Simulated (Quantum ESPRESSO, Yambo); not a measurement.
# Bi2S2O (P4/nmm): Bethe-Salpeter spectra with Yambo, part 2 of 3

Aim: the absorption spectrum of Bi2S2O (P4/nmm) with electron-hole interaction, and what each part of the kernel does.

Quantum ESPRESSO 7.5 and Yambo 5.3.0; PBEsol and many-body steps on it, plane waves. Known limits of the many-body steps: not at the basis limit; no spin-orbit coupling; coarse k mesh; bindings not settled in the k mesh.

So far. Step 4 (Screening and self-energy, 4×4×1 mesh, 295 bands …): The gap on the mesh goes from 0.94 eV to 1.31 eV, a correction of +0.36 eV. Step 5 (Excitons): The lowest state lies at 1.185 eV, 0.124 eV under the direct gap.

**6. Levels from G0W0**

This step: Bethe-Salpeter equation on PBEsol with G0W0 levels, plane waves, norm-conserving pseudopotentials.

Contents of bse4.in:

```
optics
bss
bse
em1s
dipoles
rim_cut
RandQpts= 1000000
RandGvec= 1 RL
Chimod= "HARTREE"
BSKmod= "SEX"
BSEmod= "resonant"
BSSmod= "d"
BSENGexx= 30 Ry
BSENGBlk= 6 Ry
% BSEQptR
 1 | 1 |
%
% BSEBands
 55 | 70 |
%
% BEnRange
 0 | 5 | eV
%
% BDmRange
 0.1 | 0.1 | eV
%
BEnSteps= 101
% BLongDir
 1 | 0 | 0 |
%
% BndsRnXs
 1 | 171 |
%
NGsBlkXs= 6 Ry
% LongDrXs
 1 | 1 | 1 |
%
KfnQPdb= "E < ./gw1/ndb.QP"
WRbsWF
```

The run is started by

```sh
$ OMP_NUM_THREADS=1 mpirun -n 4 yambo -F bse4.in -J bse4,bse3_W -C bse4 > bse4.log
```

Output:

```text
 Yambo, version 5.3.0

 [02] CORE Variables Setup
 =========================

  [... cell, symmetries and grids as in the set-up ...]

  [02.05] Energies & Occupations
  ==============================

  [X] === General ===
  [X] Electronic Temperature                        :  0.000000  0.000000 [eV K]
  [X] Bosonic    Temperature                        :  0.000000  0.000000 [eV K]
  [X] Finite Temperature mode                       : no
  [X] El. density                                   :  0.58267E+24 [cm-3]
  [X] Fermi Level                                   :  9.596521 [eV]

  [X] === Gaps and Widths ===
  [X] Conduction Band Min                           :  0.944472 [eV]
  [X] Valence Band Max                              :  0.000000 [eV]
  [X] Filled Bands                                  :   64
  [X] Empty Bands                                   :   65  295
  [X] Direct Gap                                    :  0.944472 [eV]
  [X] Direct Gap localized at k                     :  3
  [X] Indirect Gap                                  :  0.944472 [eV]
  [X] Indirect Gap between kpts                     :  3  3
  [X] Last valence band width                       :  1.169684 [eV]
  [X] 1st conduction band width                     :  1.913087 [eV]

 [03] Transferred momenta grid and indexing
 ==========================================

 IBZ Q-points                                      :   6
 BZ  Q-points                                      :  16

 K/Q-points units:
 rlu = crystal or reduced units; cc = cartesian coordinates; iku = interal k-units

 Q [1]          [rlu]:  0.000000  0.000000  0.000000
 Q [2]          [rlu]:  0.000000  0.250000  0.000000
 Q [3]          [rlu]:  0.000000 -0.500000  0.000000
 Q [4]          [rlu]:  0.250000  0.250000  0.000000
[...]
[K+QP] Direct Gap                                 :  1.308324 [eV]
  [K+QP] Direct Gap localized at k                  :  3
  [K+QP] Indirect Gap                               :  1.308324 [eV]
  [K+QP] Indirect Gap between kpts                  :  3  3
  [K+QP] Last valence band width                    :  1.546248 [eV]
  [K+QP] 1st conduction band width                  :  2.023957 [eV]

  [coarse-grid] Minimum Bare Gap        [ev]:  0.944472
  [coarse-grid] Minimum Gap Correction  [ev]:  0.363852

  Eqp @ K [1]
  -153.1701 -153.1700 -152.8627 -152.8627  -91.2217  -91.2217  -91.2217  -91.2217
  -91.15798 -91.15797 -90.90270 -90.90248 -90.88419 -90.88419 -90.88407 -90.88407
  -22.55267 -22.55183 -22.51646 -22.51343 -22.51314 -22.51277 -22.45084 -22.45084
[...]
[... 4 further rows ...]
[...]
Eqp @ K [2]
[...]
[... 4 further rows ...]
[...]
Eqp @ K [3]
[...]
[... 4 further rows ...]
[...]
Eqp @ K [4]
[...]
[... 4 further rows ...]
[...]
Eqp @ K [5]
[...]
[... 4 further rows ...]
[...]
Eqp @ K [6]
[...]
[... 4 further rows ...]
   16.97118  16.97118  18.09398  18.09398  18.14230  18.14230  19.56659  19.56659
   19.66894  19.66894  19.81592  19.81592  19.91822  19.91822  20.28170  20.28170

 [06] Dipoles
 ============

  [06.01] Setup: observables and procedures
  =========================================

  [WARNING] [r,Vnl^pseudo] included in position and velocity dipoles.

  [WARNING] In case H contains other non local terms, these are neglected

 [07] Static Dielectric Matrix
 =============================

    [08.01.05.02] Main kernel loop
    ==============================

    [08.01.05.03] Wave-Function Phases
    ==================================

    [BSE] WF phases found       :  61.71875 [o/o]

   [08.01.06] BSE solver(s) @q1
   ============================

   [08.01.07] Diago Solver @q1
   ===========================

 [11] Game Over & Game summary
```

Elapsed: 25 s, on 4 MPI ranks of Arm Neoverse V2, shared host; peak memory 1.4 GiB.

This step gave:

```
transitions in the window                                      : 960
direct gap of the transition levels                            : 1.308 eV
lowest state                                                   : 1.186 eV
first strong exciton (over a fiftieth of the strongest listed) : 1.196 eV
binding of the lowest state below the direct gap               : 0.1219 eV
Coulomb term of one mesh cell                                  : 0.1253 eV
```

The binding is 0.97 times the screened Coulomb term of one mesh cell (0.13 eV), so it is not shown settled.

The lowest state lies at 1.186 eV, 0.122 eV under the direct gap.

**7. Triplet (no exchange term)**

This step: Bethe-Salpeter equation on PBEsol with a scissors shift, plane waves, norm-conserving pseudopotentials.

bse5.in, as its differences from bse4.in of step 6:

```diff
@@ -12,3 +12,3 @@
 BSSmod= "d"
-BSENGexx= 30 Ry
+BSENGexx= 1 RL
 BSENGBlk= 6 Ry
@@ -37,3 +37,5 @@
 %
-KfnQPdb= "E < ./gw1/ndb.QP"
+% KfnQP_E
+ 0.364 | 1.0 | 1.0 |
+%
 WRbsWF
```

The run is started by

```sh
$ OMP_NUM_THREADS=1 mpirun -n 4 yambo -F bse5.in -J bse5,bse3_W -C bse5 > bse5.log
```

Output:

```text
 Yambo, version 5.3.0

 [02] CORE Variables Setup
 =========================

  [... cell, symmetries and grids as in the set-up ...]

  [02.05] Energies & Occupations
  ==============================

  [X] === General ===
  [X] Electronic Temperature                        :  0.000000  0.000000 [eV K]
  [X] Bosonic    Temperature                        :  0.000000  0.000000 [eV K]
  [X] Finite Temperature mode                       : no
  [X] El. density                                   :  0.58267E+24 [cm-3]
  [X] Fermi Level                                   :  9.596521 [eV]

  [X] === Gaps and Widths ===
  [X] Conduction Band Min                           :  0.944472 [eV]
  [X] Valence Band Max                              :  0.000000 [eV]
  [X] Filled Bands                                  :   64
  [X] Empty Bands                                   :   65  295
  [X] Direct Gap                                    :  0.944472 [eV]
  [X] Direct Gap localized at k                     :  3
  [X] Indirect Gap                                  :  0.944472 [eV]
  [X] Indirect Gap between kpts                     :  3  3
  [X] Last valence band width                       :  1.169684 [eV]
  [X] 1st conduction band width                     :  1.913087 [eV]

 [03] Transferred momenta grid and indexing
 ==========================================

 IBZ Q-points                                      :   6
 BZ  Q-points                                      :  16

 K/Q-points units:
 rlu = crystal or reduced units; cc = cartesian coordinates; iku = interal k-units

 Q [1]          [rlu]:  0.000000  0.000000  0.000000
 Q [2]          [rlu]:  0.000000  0.250000  0.000000
 Q [3]          [rlu]:  0.000000 -0.500000  0.000000
 Q [4]          [rlu]:  0.250000  0.250000  0.000000
[...]
[K+QP] Direct Gap                                 :  1.308472 [eV]
  [K+QP] Direct Gap localized at k                  :  3
  [K+QP] Indirect Gap                               :  1.308472 [eV]
  [K+QP] Indirect Gap between kpts                  :  3  3
  [K+QP] Last valence band width                    :  1.169684 [eV]
  [K+QP] 1st conduction band width                  :  1.913087 [eV]

  [coarse-grid] Minimum Bare Gap        [ev]:  0.944472
  [coarse-grid] Minimum Gap Correction  [ev]:  0.364000

  Eqp @ K [1]
  -153.3805 -153.3804 -153.0732 -153.0731  -91.4322  -91.4322  -91.4322  -91.4322
  -91.36842 -91.36842 -91.11314 -91.11293 -91.09464 -91.09464 -91.09452 -91.09452
  -22.76312 -22.76227 -22.72691 -22.72387 -22.72359 -22.72322 -22.66128 -22.66128
[...]
[... 4 further rows ...]
[...]
Eqp @ K [2]
[...]
[... 4 further rows ...]
[...]
Eqp @ K [3]
[...]
[... 4 further rows ...]
[...]
Eqp @ K [4]
[...]
[... 4 further rows ...]
[...]
Eqp @ K [5]
[...]
[... 4 further rows ...]
[...]
Eqp @ K [6]
[...]
[... 4 further rows ...]
   16.75709  16.75709  17.87989  17.87989  17.92820  17.92820  19.35249  19.35249
   19.45485  19.45485  19.60183  19.60183  19.70413  19.70413  20.06761  20.06761

 [06] Dipoles
 ============

  [06.01] Setup: observables and procedures
  =========================================

  [WARNING] [r,Vnl^pseudo] included in position and velocity dipoles.

  [WARNING] In case H contains other non local terms, these are neglected

 [07] Static Dielectric Matrix
 =============================

    [08.01.05.02] Main kernel loop
    ==============================

    [08.01.05.03] Wave-Function Phases
    ==================================

    [BSE] WF phases found       :  61.71875 [o/o]

   [08.01.06] BSE solver(s) @q1
   ============================

   [08.01.07] Diago Solver @q1
   ===========================

 [11] Game Over & Game summary
```

Run time: 26 s. Hardware: 4 MPI ranks; peak memory 1.4 GiB.

The lowest triplet lies at 1.136 eV; without spin-orbit coupling triplets are dark, so no spectrum is read.

**8. Field along z**

Contents of bse6.in:

```
optics
bss
bse
em1s
dipoles
rim_cut
RandQpts= 1000000
RandGvec= 1 RL
Chimod= "HARTREE"
BSKmod= "SEX"
BSEmod= "resonant"
BSSmod= "h"
BSENGexx= 30 Ry
BSENGBlk= 6 Ry
% BSEQptR
 1 | 1 |
%
% BSEBands
 49 | 76 |
%
% BEnRange
 0 | 6 | eV
%
% BDmRange
 0.1 | 0.1 | eV
%
BEnSteps= 121
% BLongDir
 0 | 0 | 1 |
%
% BndsRnXs
 1 | 171 |
%
NGsBlkXs= 6 Ry
% LongDrXs
 1 | 1 | 1 |
%
% KfnQP_E
 0.364 | 1.0 | 1.0 |
%
BSHayTrs= -0.02
```

The run is started by

```sh
$ OMP_NUM_THREADS=1 mpirun -n 4 yambo -F bse6.in -J bse6,bse3_W -C bse6 > bse6.log
```

Output:

```text
 Yambo, version 5.3.0

 [02] CORE Variables Setup
 =========================

  [... cell, symmetries and grids as in the set-up ...]

  [02.05] Energies & Occupations
  ==============================

  [X] === General ===
  [X] Electronic Temperature                        :  0.000000  0.000000 [eV K]
  [X] Bosonic    Temperature                        :  0.000000  0.000000 [eV K]
  [X] Finite Temperature mode                       : no
  [X] El. density                                   :  0.58267E+24 [cm-3]
[...]
============================

   [08.01.07] Haydock Solver in the optics basis @q1 using the hermitian scheme
   ============================================================================

   Accuracy (requested)      : -0.020000 [o/o]

   [WARNING] [EPS_extend] Possible inaccuracy in the EPS prolungation

   [WARNING] [EPS_extend] Possible inaccuracy in the EPS prolungation

   [WARNING] [EPS_extend] Possible inaccuracy in the EPS prolungation

[...]
[WARNING] [EPS_extend] Possible inaccuracy in the EPS prolungation

   [WARNING] [EPS_extend] Possible inaccuracy in the EPS prolungation
   Iterations                :  141

 [11] Game Over & Game summary
```

The job ended after 3.7 min (4 MPI ranks; peak memory 1.9 GiB; 15 min of CPU time).

This step gave:

```
transitions in the window           : 3072
direct gap of the transition levels : 1.308 eV
```

The ε₂ has structure finer than the step of the table below, so its rows give means over 0.2 eV, whole bins alone (the curve runs from 0 to 6 eV). Peaks (eV: height): BSE 1.75: 5.96, 3.70: 30.9, 4.55: 18.6, 5.40: 14.8; no electron-hole interaction 1.80: 8.78, 2.50: 6.97, 3.85: 29.2, 4.65: 18.4, 5.50: 18.1.

Field along z; broadening 0.1 eV; transition window only. Limits: finite bands, cutoff and mesh; no spin-orbit coupling; coarse k mesh; exciton not shown settled in the k mesh. ε₂ against photon energy; means over each step:

```csv
photon energy (eV),BSE,no electron-hole interaction
0.2,0.136,0.132
0.4,0.160,0.155
0.6,0.196,0.186
0.8,0.253,0.234
1.0,0.371,0.314
1.2,0.800,0.494
1.4,1.61,0.881
1.6,3.07,2.72
1.8,4.23,7.05
2.0,1.42,2.35
2.2,1.52,1.68
2.4,3.66,4.36
2.6,4.33,6.36
2.8,4.78,4.08
3.0,9.18,5.41
3.2,8.56,6.45
3.4,10.8,7.01
3.6,19.9,9.08
3.8,23.2,23.0
4.0,13.9,14.8
4.2,12.6,12.6
4.4,14.4,11.4
4.6,16.5,15.9
4.8,11.0,14.5
5.0,9.52,12.9
5.2,8.32,10.8
5.4,13.3,13.3
5.6,8.97,15.0
5.8,5.20,8.82
```

**9. Beyond Tamm-Dancoff**

Contents of bse7.in:

```
optics
bss
bse
em1s
dipoles
rim_cut
RandQpts= 1000000
RandGvec= 1 RL
Chimod= "HARTREE"
BSKmod= "SEX"
BSEmod= "coupling"
BSSmod= "d"
BSENGexx= 30 Ry
BSENGBlk= 6 Ry
% BSEQptR
 1 | 1 |
%
% BSEBands
 55 | 70 |
%
% BEnRange
 0 | 5 | eV
%
% BDmRange
 0.1 | 0.1 | eV
%
BEnSteps= 101
% BLongDir
 1 | 0 | 0 |
%
% BndsRnXs
 1 | 171 |
%
NGsBlkXs= 6 Ry
% LongDrXs
 1 | 1 | 1 |
%
% KfnQP_E
 0.364 | 1.0 | 1.0 |
%
WRbsWF
```

The run is started by

```sh
$ OMP_NUM_THREADS=1 mpirun -n 4 yambo -F bse7.in -J bse7,bse3_W -C bse7 > bse7.log
```

Output:

```text
 Yambo, version 5.3.0

 [02] CORE Variables Setup
 =========================

  [... cell, symmetries and grids as in the set-up ...]

  [02.05] Energies & Occupations
  ==============================

  [X] === General ===
  [X] Electronic Temperature                        :  0.000000  0.000000 [eV K]
  [X] Bosonic    Temperature                        :  0.000000  0.000000 [eV K]
  [X] Finite Temperature mode                       : no
  [X] El. density                                   :  0.58267E+24 [cm-3]
[...]
=========================================

  [WARNING] [r,Vnl^pseudo] included in position and velocity dipoles.

  [WARNING] In case H contains other non local terms, these are neglected

 [07] Static Dielectric Matrix
 =============================

    [08.01.05.02] Main kernel loop
    ==============================

    [08.01.05.03] Wave-Function Phases
    ==================================

    [BSE] WF phases found       :  61.71875 [o/o]

   [08.01.06] BSE solver(s) @q1
   ============================

   [08.01.07] Diago Solver @q1
   ===========================

   [WARNING] Parallel non-herm diag not yet implemented. Switching to LK

 [11] Game Over & Game summary
```

It took 64 s on 4 MPI ranks; peak memory 2 GiB.

Numbers from this step:

```
transitions in the window                                      : 960
direct gap of the transition levels                            : 1.308 eV
lowest state                                                   : 1.183 eV
first strong exciton (over a fiftieth of the strongest listed) : 1.193 eV
binding of the lowest state below the direct gap               : 0.1250 eV
Coulomb term of one mesh cell                                  : 0.1253 eV
```

The binding is 1.00 times the screened Coulomb term of one mesh cell (0.13 eV), so it is not shown settled.

The lowest state lies at 1.183 eV, 0.125 eV under the direct gap.

The ε₂ has structure finer than the step of the table below, so its rows give means over 0.2 eV, whole bins alone (the curve runs from 0 to 5 eV). Peaks (eV: height): BSE 1.20: 42.3, 1.70: 66.6, 2.70: 32.6; no electron-hole interaction 1.30: 35.4, 1.85: 63.3, 2.85: 32.9.

Field along x; broadening 0.1 eV; transition window only. Limits: finite bands, cutoff and mesh; no spin-orbit coupling; coarse k mesh; exciton not shown settled in the k mesh. ε₂ against photon energy; means over each step:

```csv
photon energy (eV),BSE,no electron-hole interaction
0.2,0.344,0.241
0.4,0.789,0.536
0.6,1.54,0.984
0.8,3.35,1.86
1.0,11.4,4.45
1.2,33.6,19.0
1.4,16.3,22.9
1.6,38.1,14.0
1.8,38.4,45.6
2.0,11.3,28.9
2.2,11.7,10.6
2.4,14.9,14.4
2.6,21.9,12.0
2.8,25.0,25.9
3.0,21.3,27.3
3.2,12.2,19.5
3.4,9.53,15.5
3.6,9.26,11.1
3.8,10.6,9.94
4.0,9.02,11.4
4.2,10.3,11.0
4.4,8.05,11.6
4.6,6.98,10.2
4.8,4.44,6.69
```

**10. Finite momentum (q 2)**

Contents of bse8.in:

```
optics
bss
bse
em1s
dipoles
rim_cut
RandQpts= 1000000
RandGvec= 1 RL
Chimod= "HARTREE"
BSKmod= "SEX"
BSEmod= "resonant"
BSSmod= "d"
BSENGexx= 30 Ry
BSENGBlk= 6 Ry
% BSEQptR
 2 | 2 |
%
% BSEBands
 55 | 70 |
%
% BEnRange
 0 | 4 | eV
%
% BDmRange
 0.1 | 0.1 | eV
%
BEnSteps= 81
% BLongDir
 1 | 0 | 0 |
%
% BndsRnXs
 1 | 171 |
%
NGsBlkXs= 6 Ry
% LongDrXs
 1 | 1 | 1 |
%
% KfnQP_E
 0.364 | 1.0 | 1.0 |
%
WRbsWF
```

The run is started by

```sh
$ OMP_NUM_THREADS=1 mpirun -n 4 yambo -F bse8.in -J bse8,bse3_W -C bse8 > bse8.log
```

Output:

```text
 Yambo, version 5.3.0

 [02] CORE Variables Setup
 =========================

  [... cell, symmetries and grids as in the set-up ...]

  [02.05] Energies & Occupations
  ==============================

  [X] === General ===
  [X] Electronic Temperature                        :  0.000000  0.000000 [eV K]
  [X] Bosonic    Temperature                        :  0.000000  0.000000 [eV K]
  [X] Finite Temperature mode                       : no
  [X] El. density                                   :  0.58267E+24 [cm-3]
[...]
[06] Dipoles
 ============

  [06.01] Setup: observables and procedures
  =========================================

  [WARNING] [r,Vnl^pseudo] included in position and velocity dipoles.

  [WARNING] In case H contains other non local terms, these are neglected

 [07] Static Dielectric Matrix
 =============================

    [08.01.05.02] Main kernel loop
    ==============================

    [08.01.05.03] Wave-Function Phases
    ==================================

    [BSE] WF phases found       :  61.71875 [o/o]

   [08.01.06] BSE solver(s) @q2
   ============================

   [08.01.07] Diago Solver @q2
   ===========================

 [11] Game Over & Game summary
```

The job ended after 32 s (4 MPI ranks; peak memory 1.5 GiB; 2.1 min of CPU time).

Numbers from this step:

```yaml
transitions_in_the_window: 960
lowest_state: 1.852 eV
first_strong_exciton_over_a_fiftieth_of_the_strongest_listed: 1.852 eV
```

The lowest state lies at 1.852 eV.

Longitudinal response along q; broadening 0.1 eV; transition window only; momentum transfer q number 2. Limits: finite bands, cutoff and mesh; no spin-orbit coupling; coarse k mesh; exciton not shown settled in the k mesh. ε₂ against photon energy; read off at these points:

```csv
photon energy (eV),BSE,no electron-hole interaction
0.00,0.0527,0.0560
0.10,0.0559,0.0593
0.20,0.0594,0.0630
0.30,0.0634,0.0670
0.45,0.0702,0.0739
0.55,0.0756,0.0793
0.65,0.0816,0.0853
0.75,0.0887,0.0921
0.85,0.0969,0.100
0.95,0.107,0.109
1.10,0.125,0.126
1.20,0.142,0.141
1.30,0.164,0.159
1.40,0.194,0.182
1.50,0.240,0.215
1.60,0.319,0.263
1.75,0.655,0.416
1.85,1.18,0.698
1.95,1.55,1.15
2.05,1.69,1.67
2.15,1.16,1.55
2.25,1.11,1.17
2.40,1.66,1.27
2.50,1.98,1.66
2.60,2.50,2.07
2.70,3.20,2.98
2.80,4.22,4.00
2.90,5.15,5.94
3.00,6.03,7.43
3.05,5.51,8.20
3.15,4.21,6.72
3.25,4.68,4.76
3.35,5.93,4.80
3.45,5.32,6.79
3.55,4.87,6.15
3.70,8.36,6.74
3.75,9.52,8.57
3.80,9.28,10.1
3.90,8.08,10.2
4.00,7.77,9.84
```

**11. Finite momentum (q 3)**

bse9.in, as its differences from bse8.in of step 10:

```diff
@@ -15,3 +15,3 @@
 % BSEQptR
- 2 | 2 |
+ 3 | 3 |
 %
```

The run is started by

```sh
$ OMP_NUM_THREADS=1 mpirun -n 4 yambo -F bse9.in -J bse9,bse3_W -C bse9 > bse9.log
```

Output:

```text
 Yambo, version 5.3.0

 [02] CORE Variables Setup
 =========================

  [... cell, symmetries and grids as in the set-up ...]

  [02.05] Energies & Occupations
  ==============================

  [X] === General ===
  [X] Electronic Temperature                        :  0.000000  0.000000 [eV K]
  [X] Bosonic    Temperature                        :  0.000000  0.000000 [eV K]
  [X] Finite Temperature mode                       : no
  [X] El. density                                   :  0.58267E+24 [cm-3]
[...]
[06] Dipoles
 ============

  [06.01] Setup: observables and procedures
  =========================================

  [WARNING] [r,Vnl^pseudo] included in position and velocity dipoles.

  [WARNING] In case H contains other non local terms, these are neglected

 [07] Static Dielectric Matrix
 =============================

    [08.01.05.02] Main kernel loop
    ==============================

    [08.01.05.03] Wave-Function Phases
    ==================================

    [BSE] WF phases found       :  61.71875 [o/o]

   [08.01.06] BSE solver(s) @q3
   ============================

   [08.01.07] Diago Solver @q3
   ===========================

 [11] Game Over & Game summary
```

The job ended after 31 s (4 MPI ranks; peak memory 1.5 GiB).

This step gave:

```yaml
transitions_in_the_window: 960
lowest_state: 1.685 eV
first_strong_exciton_over_a_fiftieth_of_the_strongest_listed: 1.989 eV
```

The lowest state lies at 1.685 eV.

Longitudinal response along q; broadening 0.1 eV; transition window only; momentum transfer q number 3. Limits: finite bands, cutoff and mesh; no spin-orbit coupling; coarse k mesh; exciton not shown settled in the k mesh. Table of ε₂ by photon energy; read off at these points:

```csv
photon energy (eV),BSE,no electron-hole interaction
0.00,0.00734,0.00811
0.20,0.00805,0.00894
0.40,0.00889,0.00991
0.60,0.00989,0.0111
0.80,0.0111,0.0125
1.00,0.0126,0.0143
1.20,0.0145,0.0166
1.40,0.0171,0.0197
1.60,0.0211,0.0244
1.80,0.0289,0.0332
2.00,0.0523,0.0630
2.20,0.0819,0.0879
2.40,0.150,0.201
2.60,0.198,0.280
2.80,0.219,0.325
2.95,0.309,0.399
3.00,0.273,0.426
3.20,0.220,0.272
3.40,0.346,0.379
3.60,0.679,0.749
3.80,0.853,1.00
4.00,1.13,1.19
```

(Part 2 of 3 ends here.)

[Paths, hosts, dates, memory and timing lines, banners, echoed tables and standing remarks are left out of the program output.]

[Logs are printed without paths, hosts, clocks, repeated set-up lines and the standing remarks that a program may print on its own settings, such as how far it seeks lower states.]

[Runs of the session that timed out or met a known fault of the program may be left out.]

[Hosts, paths, dates, database ids (printed as entryN), source tags and the programs' standing remarks are cut or masked in the printed files.]
